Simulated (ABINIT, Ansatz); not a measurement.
# AlGaN2 (P-4m2): G0W0 with ABINIT, start to end, part 3 of 3

Aim: the G0W0 gap of AlGaN2 (P-4m2) on LDA, step by step.

ABINIT 10.8.3; LDA and many-body steps on it, plane waves. Known limits of the many-body steps: not at the basis limit; no spin-orbit coupling; coarse k mesh.

So far. Step 3 (Bands along the symmetry lines): The gap is 2.872 eV, as in the run before at this level. Step 4 (Empty states on the mesh, 4×4×2 mesh, 95 bands): On this mesh the gap is 2.872 eV.

**5. Screening, 4×4×2 mesh, 87 bands, screening to 176.9 eV**

The RPA dielectric matrix is built and inverted for each q.

This step: RPA screening on LDA, plane waves, norm-conserving pseudopotentials.

File run.abi:

```
acell 3*1.0 Angstrom
rprim 
  3.140877048700 0.000000000000 0.000000000000
  0.000000000000 3.140877048700 0.000000000000
  0.000000000000 0.000000000000 4.423837940000
ntypat 3
znucl 13 31 7
natom 4
typat 1 2 3 3
xred 
  0.500000000000 0.500000000000 0.500000000000
  0.000000000000 0.000000000000 0.000000000000
  0.500000000000 0.000000000000 0.738264810000
  0.000000000000 0.500000000000 0.261735190000
pp_dirpath "pseudos"
pseudos "Al.upf, Ga.upf, N.upf"
ecut 45
ngkpt 4 4 2
nshiftk 1
shiftk 0 0 0
kptopt 1
chksymbreak 0
istwfk *1
occopt 1
irdwfk 1
optdriver 3
nband 87
ecuteps 6.5
inclvkb 2
awtr 1
symchi 1
indata_prefix "in"
outdata_prefix "out"
tmpdata_prefix "tmp"
```

The run is started by

```
> OMP_NUM_THREADS=1 mpirun -n 4 abinit run.abi > log
```

Numbers of over 12 decimals in the logs are rounded to 6 here.

What it wrote:

```text
.Version 10.8.3 of ABINIT. v10.8.2 released Aug 2026.

 Symmetries : space group P-4 m 2 (#115); Bravais tP (primitive tetrag.)
[... echo of the input left out ...]
== DATASET  1 ==================================================================
-   mpi_nproc: 4, omp_nthreads: 1 (-1 if OMP is not activated)

--- !DatasetInfo
iteration_state: {dtset: 1, }
dimensions: {natom: 4, nkpt: 12, mband: 87, nsppol: 1, nspinor: 1, nspden: 1, mpw: 4296, }
cutoff_energies: {ecut:  45.0, pawecutdg:  -1.0, }
electrons: {nelect:   3.40000000E+01, charge:   0.00000000E+00, occopt:   1.00000000E+00, tsmear:   1.00000000E-02, }

 SCREENING: Calculation of the susceptibility and dielectric matrices

 Based on a program developped by R.W. Godby, V. Olevano, G. Onida, and L. Reining.
 Incorporated in ABINIT by V. Olevano, G.-M. Rignanese, and M. Torrent.
.Using double precision arithmetic ; gwpc =  8

[... cell and pseudopotentials left out ...]
--------------------------------------------------------------------------------

 ==== K-mesh for the wavefunctions ====
 Number of points in the irreducible wedge :    12
[... list of points left out ...]
 Together with  8 symmetry operations and time-reversal symmetry
 yields    32 points in the full Brillouin Zone.

 ==== Q-mesh for the screening function ====
 Number of points in the irreducible wedge :    12
[... list of points left out ...]
 Together with  8 symmetry operations and time-reversal symmetry
 yields    32 points in the full Brillouin Zone.

 setmesh: FFT mesh size selected  =    25x   25x   36
          total number of points  =        22500

 vcoul_init : cutoff-mode = AUXILIARY_FUNCTION
 q-points for optical limit:   1
     1)      0.000010    0.000020    0.000030

- screening: taking advantage of time-reversal symmetry
- Maximum band index for partially occupied states nbvw = 17
- Remaining bands to be divided among processors   nbcw = 70
- Number of bands treated by each node ~17

 Number of electrons calculated from density =   34.0000; Expected =   34.0000
 average of density, n =  0.115447
 r_s =    1.2740
 omega_plasma =   32.7753 [eV]

 calculating chi0 at frequencies [eV] :
  1    0.000000E+00    0.000000E+00
  2    0.000000E+00    3.277527E+01

--------------------------------------------------------------------------------
  q-point number  1        q = ( 0.000000, 0.000000, 0.000000) [r.l.u.]
--------------------------------------------------------------------------------
[... chi0 elements left out ...]
 For q-point:  0.000010 0.000020 0.000030
  dielectric constant =   5.4370
  dielectric constant without local fields =   5.9230

  Average fulfillment of the sum rule on Im[epsilon] for q-point    1 :     43.52  [%]
[... wings left out ...]
  q-point number  2        q = ( 0.250000, 0.000000, 0.000000) [r.l.u.]
--------------------------------------------------------------------------------
[... chi0 elements left out ...]
  Average fulfillment of the sum rule on Im[epsilon] for q-point    2 :     51.40  [%]

 [... 10 further q-points ...]
```

Run time: 41 s. Hardware: 4 MPI ranks of Arm Neoverse V1, shared host; peak memory 0.96 GiB.

Numbers from this step:

```yaml
eps_infinity_with_local_fields_on_this_mesh_along_the_program_s_q_direction: 5.437
the_same_without_local_fields: 5.923
plasma_frequency: 32.78 eV
plane_waves_in_the_screening_matrix: 229
```

Local fields lower ε∞ by 8 %. On a Γ-centred mesh this coarse the value itself is usually too large, while a short band sum pulls it down.

**6. Self-energy, 4×4×2 mesh, 87 bands, screening to 176.9 eV**

The self-energy is evaluated for the states that the input lists, and the levels follow from it, in one-shot runs by the linearised quasiparticle equation.

This step: G0W0 on LDA, plane waves, norm-conserving pseudopotentials.

Changes to run.abi since step 5:

```diff
@@ -25,8 +25,15 @@
 irdwfk 1
-optdriver 3
+optdriver 4
 nband 87
+gwcalctyp 0
+ecutsigx 45
+symsigma 1
+nkptgw 1
+kptgw 
+  0.0000000000 0.0000000000 0.0000000000
+bdgw 
+  16 19
 ecuteps 6.5
-inclvkb 2
-awtr 1
-symchi 1
+irdscr 1
+ppmodel 1
 indata_prefix "in"
```

What it wrote:

```text
.Version 10.8.3 of ABINIT. v10.8.2 released Aug 2026.

 Symmetries : space group P-4 m 2 (#115); Bravais tP (primitive tetrag.)
[... echo of the input left out ...]
== DATASET  1 ==================================================================
-   mpi_nproc: 4, omp_nthreads: 1 (-1 if OMP is not activated)

--- !DatasetInfo
iteration_state: {dtset: 1, }
dimensions: {natom: 4, nkpt: 12, mband: 87, nsppol: 1, nspinor: 1, nspden: 1, mpw: 4296, }
cutoff_energies: {ecut:  45.0, pawecutdg:  -1.0, }
electrons: {nelect:   3.40000000E+01, charge:   0.00000000E+00, occopt:   1.00000000E+00, tsmear:   1.00000000E-02, }

 SIGMA: Calculation of the GW corrections

 Based on a program developped by R.W. Godby, V. Olevano, G. Onida, and L. Reining.
 Incorporated in ABINIT by V. Olevano, G.-M. Rignanese, and M. Torrent.
.Using double precision arithmetic ; gwpc =  8

[... cell and pseudopotentials left out ...]
--------------------------------------------------------------------------------

 ==== K-mesh for the wavefunctions ====
 Number of points in the irreducible wedge :    12
[... list of points left out ...]
 Together with  8 symmetry operations and time-reversal symmetry
 yields    32 points in the full Brillouin Zone.

 ==== Q-mesh for screening function ====
 Number of points in the irreducible wedge :    12
[... list of points left out ...]
 Together with  8 symmetry operations and time-reversal symmetry
 yields    32 points in the full Brillouin Zone.

 vcoul_init : cutoff-mode = AUXILIARY_FUNCTION
 q-points for optical limit:   1
     1)      0.000010    0.000020    0.000030
 setmesh: FFT mesh size selected  =    36x   36x   54
          total number of points  =        69984

 Number of electrons calculated from density =   34.0000; Expected =   34.0000
 average of density, n =  0.115447
 r_s =    1.2740
 omega_plasma =   32.7753 [eV]

 === KS Band Gaps ===
  >>>> For spin  1
   Minimum direct gap =   2.8720 [eV], located at k-point      :   0.0000  0.0000  0.0000
   Fundamental gap    =   2.8720 [eV], Top of valence bands at :   0.0000  0.0000  0.0000
                                       Bottom of conduction at :   0.0000  0.0000  0.0000
 SIGMA fundamental parameters:
 PLASMON POLE MODEL  1
 number of plane-waves for SigmaX                 4201
 number of plane-waves for SigmaC and W            229
 number of plane-waves for wavefunctions          4201
 number of bands                                    87
 number of independent spin polarizations            1
 number of spinorial components                      1
 number of k-points in IBZ                          12
 number of q-points in IBZ                          12
 number of symmetry operations                       8
 number of k-points in BZ                           32
 number of q-points in BZ                           32
 number of frequencies for dSigma/dE                 9
 frequency step for dSigma/dE [eV]                0.25
 number of omega for Sigma on real axis              0
 max omega for Sigma on real axis  [eV]           0.00
 zcut for avoiding poles [eV]                     0.10

 EPSILON^-1 parameters (SCR file):
 dimension of the eps^-1 matrix on file            229
 dimension of the eps^-1 matrix used               229
 number of plane-waves for wavefunctions          4201
 number of bands                                    87
 number of q-points in IBZ                          12
 number of frequencies                               2
 number of real frequencies                          1
 number of imag frequencies                          1

 matrix elements of self-energy operator (all in [eV])

 Perturbative Calculation

--- !SelfEnergy_ee
iteration_state: {dtset: 1, }
kpoint     : [   0.000,    0.000,    0.000, ]
spin       : 1
KS_gap     :    2.872
QP_gap     :    4.176
Delta_QP_KS:    1.304
data: !SigmaeeData |
     Band     E0 <VxcDFT>   SigX SigC(E0)      Z dSigC/dE  Sig(E)    E-E0       E
       16   6.057 -17.927 -21.690   3.300   0.793  -0.261 -18.294  -0.367   5.689
       17   6.057 -17.927 -21.690   3.300   0.793  -0.261 -18.294  -0.367   5.689
       18   8.929 -13.963  -9.273  -3.543   0.817  -0.224 -13.026   0.936   9.865
       19   9.588 -11.842  -7.310  -3.640   0.834  -0.199 -11.098   0.744  10.332

== END DATASET(S) ==============================================================
================================================================================

 -outvars: echo values of variables after computation  --------
           etotal      0.0000000000E+00
            nband          87
             nkpt          12
          spgroup         115
 [... the other variables as echoed above ...]

 Calculation completed.
```

The job ended after 6.5 s (4 MPI ranks; peak memory 0.82 GiB).

This step gave:

| Item | Value |
| --- | --- |
| G0W0 gap on the points computed | 4.176 eV |
| starting gap on the mesh | 2.872 eV |
| k of the valence top | 0, 0, 0 |
| k of the conduction bottom | 0, 0, 0 |
| Z at the valence top | 0.793 |
| Z at the conduction bottom | 0.817 |
| least direct G0W0 gap on the computed points | 4.176 eV |

The gap on the mesh goes from 2.87 eV to 4.18 eV, a correction of +1.30 eV.

Limits: finite bands, cutoff and mesh; no spin-orbit coupling; coarse k mesh. v1 is the top filled band, c1 the lowest empty one. Levels before and after the correction, in eV, zero at the valence-band top of each column:

```csv
,conduction bottom,valence top
Kohn-Sham,2.87,0.00
G0W0,4.18,0.00
```

```
             level  energy (eV)
Kohn-Sham  Γ v2-v1        0.000
Kohn-Sham     Γ c1        2.872
Kohn-Sham     Γ c2        3.531
     G0W0  Γ v2-v1        0.000
     G0W0     Γ c1        4.176
     G0W0     Γ c2        4.643
```

**7. Where the time went**

Times are wall times on 4 MPI ranks of Arm Neoverse V1, shared host, good to a factor of about two.

```
                          step   time  share  memory (GiB)
                  ground state   43 s   25 %          0.34
bands along the symmetry lines   45 s   26 %          0.37
      empty states on the mesh   37 s   21 %          0.34
                     screening   41 s   24 %          0.96
                   self-energy  6.5 s    4 %          0.82
```

**8. Summary of results**

```json
{"LDA gap": "2.87 eV, direct", "G0W0 gap on the mesh": "4.18 eV", "GW settings": "4×4×2 mesh, 87 bands, screening to 176.9 eV, Godby-Needs plasmon pole", "known limits": "not at the basis limit; no spin-orbit coupling; coarse k mesh"}
```

In words: G0W0 moves the gap on the mesh from 2.87 eV to 4.18 eV (+1.30 eV), with Z of 0.79 and 0.82 at the edges. Local fields lower the RPA ε∞ on this mesh from 5.92 to 5.44; a Γ-centred mesh this coarse tends to raise both, most where the direct gap is narrow, while a short band sum lowers them. Only 1 of the mesh's irreducible points was corrected, so a valley elsewhere could overtake. Bands and cutoff are finite, so the gap is not at the basis limit. The miss can reach some tenths of an eV and take either sign; the mesh is an error of its own. In the G0W0 run levels were corrected at 1 k point alone, so a gap called «on the mesh» is the least over those, and an edge elsewhere would be missed. The 4×4×2 mesh is coarse for this cell, which bears on the long-range parts of exchange and screening. The many-body steps are scalar-relativistic: spin-orbit coupling is not in them.

[Paths, hosts, dates, memory and timing lines, banners, echoed tables and standing remarks are left out of the program output.]

[Logs are printed without paths, hosts, clocks, repeated set-up lines and the standing remarks that a program may print on its own settings, such as how far it seeks lower states.]

[Runs of the session that timed out or met a known fault of the program may be left out.]

[Hosts, paths, dates, database ids (printed as entryN), source tags and the programs' standing remarks are cut or masked in the printed files.]

[G0W0 gaps are taken among the corrected bands and points alone; a level outside them can change the order at an edge.]

[Where Ansatz stands beside ABINIT at settings called matched, ABINIT's density can come from a denser mesh and the files from another edition; pairs whose starting gaps differed by over 0.03 eV were left out, so agreement reads better than it is.]
